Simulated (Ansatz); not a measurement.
## Be2N (built on the sites of a database entry of Ba2N): relaxing the cell for a phonon run: relaxation

Ansatz 0.2.0; DFT PBEsol, scalar-relativistic, plane waves, PAW.

The structure was built from a prototype and need not be the compound's stable phase.

The structure is trigonal, space group R-3m (No. 166). Conventional cell: a = 2.646 Å, b = 2.646 Å, c = 12.131 Å, α = 90.00°, β = 90.00°, γ = 120.00°. Be has 3 N at 1.72 Å nearest. Nearest to N lie 6 Be at 1.72 Å. Farther neighbours and most contacts between anions are not listed.

The steps of the relaxation:

| step | energy less that of the first step (eV) | largest force component (eV/Å) | pressure (GPa) | volume (Å³) |
| --- | --- | --- | --- | --- |
| 1 | 0.0000 | 0.0236 | -0.03 | 24.53 |
| 2 | -0.0006 | 0.0039 | 0.21 | 24.37 |
| 3 | -0.0006 | 0.0066 | 0.08 | 24.40 |
| 4 | -0.0006 | 0.0032 | 0.02 | 24.40 |
| 5* | -0.0003 | 0.0033 | 0.00 | 24.40 |

Relaxation steps marked * repeat the geometry before them on a plane-wave basis chosen anew for their cell, so energy and pressure can jump there.

The run keeps the 12 symmetry operations that it works with, so distortions that break them were not tested.

| conventional cell, symmetrised | before | after | change |
| --- | --- | --- | --- |
| a (Å) | 2.646 | 2.648 | +0.0 % |
| b (Å) | 2.646 | 2.648 | +0.0 % |
| c (Å) | 12.131 | 12.060 | -0.6 % |
| volume (Å³/atom) | 8.18 | 8.13 | -0.5 % |

Final coordinates:

```xyz
3
Lattice="1.3238 0.7643 4.0199 -1.3238 0.7643 4.0199 0.0000 -1.5285 4.0199" Properties=species:S:1:pos:R:3 pbc="T T T"
Be    0.0000    0.0000    3.2233
Be    0.0000    0.0000    8.8365
N     0.0000    0.0000    0.0000
```

Numbers from this step:

```
pressure        : -0.001553 GPa
volume per atom : 8.134 Å³
```

**Question.** Which input gives these results?

The system, level and task follow from the heading and the kind of results. Meshes, cutoffs and thresholds can't be read from the results; these are the ones that the run used.

File input.yaml:

```yaml
crystal:
  lattice:
    - [1.32323316, 0.7639690211, 4.043535509]
    - [-1.32323316, 0.7639690211, 4.043535509]
    - [0.0, -1.5279380423, 4.043535509]
  atoms:
    - { symbol: Be, position: [0.2677018498, 0.2677018498, 0.2677018498] }
    - { symbol: Be, position: [0.7322981502, 0.7322981502, 0.7322981502] }
    - { symbol: "N", position: [0.0, 0.0, 0.0] }
kpoints:
  mp_grid: { grid: [18, 18, 18] }
hamiltonian:
  xc: pbesol
scf:
  occupations: { method: gaussian, width: 0.1 }
output:
  forces: true
  stress: true
  eigenvalues: true
relax:
  adjacent_minimum: "off"
  f_tol: 0.005
  max_steps: 80
  cell: { stress_tol: 0.05 }
```

The run is started by

```sh
> ansatz run input.yaml --threads 8 --pin off --max-ram 14336MiB --backend cpu --events-out ev --progress --plain --runs-dir out
```

[Logs are printed without paths, hosts, clocks, repeated set-up lines and the standing remarks that a program may print on its own settings, such as how far it seeks lower states.]

[Hosts, paths, dates, database ids (printed as entryN), source tags and the programs' standing remarks are cut or masked in the printed files.]
